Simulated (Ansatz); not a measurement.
An input for Ansatz 0.2.0 (TiO2 (Rutile)):

```yaml
crystal:
  lattice:
    - [4.5922, 0.0, 0.0]
    - [0.0, 4.5922, 0.0]
    - [0.0, 0.0, 2.9574]
  atoms:
    - { symbol: Ti, position: [0.0, 0.0, 0.0] }
    - { symbol: Ti, position: [0.5, 0.5, 0.5] }
    - { symbol: O, position: [0.30496, 0.30496, 0.0] }
    - { symbol: O, position: [0.19504, 0.80496, 0.5] }
    - { symbol: O, position: [0.69504, 0.69504, 0.0] }
    - { symbol: O, position: [0.80496, 0.19504, 0.5] }
kpoints:
  mp_grid: { grid: [6, 6, 8] }
hamiltonian:
  xc: pbe
  pseudopotentials: { kind: paw, azcp: { folder: soft_1 } }
scf:
  occupations: { method: fixed }
gw:
  n_empty_bands: 141
  ecut_chi: 100
  qp_bands: [v2, c2]
  qp_kpoints: band_edges
  screening: { model: contour_deformation }
```

```sh
ansatz run input.yaml --threads 2 --pin off --max-ram 73728MiB --backend cuda --events-out ev --progress --plain --runs-dir out --devices 1 --max-vram 13GiB
```

How long will it take on 1 × NVIDIA H100 80GB HBM3 (shared by 6 runs) with 2 threads of AMD EPYC 7R13 (Zen 3), shared host, and how much memory?

It took 61 s; on shared hardware allow 30 s to 2 min. Peak host memory was 1.5 GiB. The sizes that set the cost: 1217 plane waves a state, 50 irreducible k points, 165 bands summed, 145 plane waves in the screening and 9 SCF cycles.

The screening grows as filled bands × empty bands × pairs of k points, times the square of the screening basis for the matrix.

[Paths, hosts, dates, memory and timing lines, banners, echoed tables and standing remarks are left out of the program output.]

[Logs are printed without paths, hosts, clocks, repeated set-up lines and the standing remarks that a program may print on its own settings, such as how far it seeks lower states.]

[Runs of the session that timed out or met a known fault of the program may be left out.]

[Cells called generated may have been cut or substituted from an entry of the Crystallography Open Database or the Materials Project.]

[Hosts, paths, dates, database ids (printed as entryN), source tags and the programs' standing remarks are cut or masked in the printed files.]
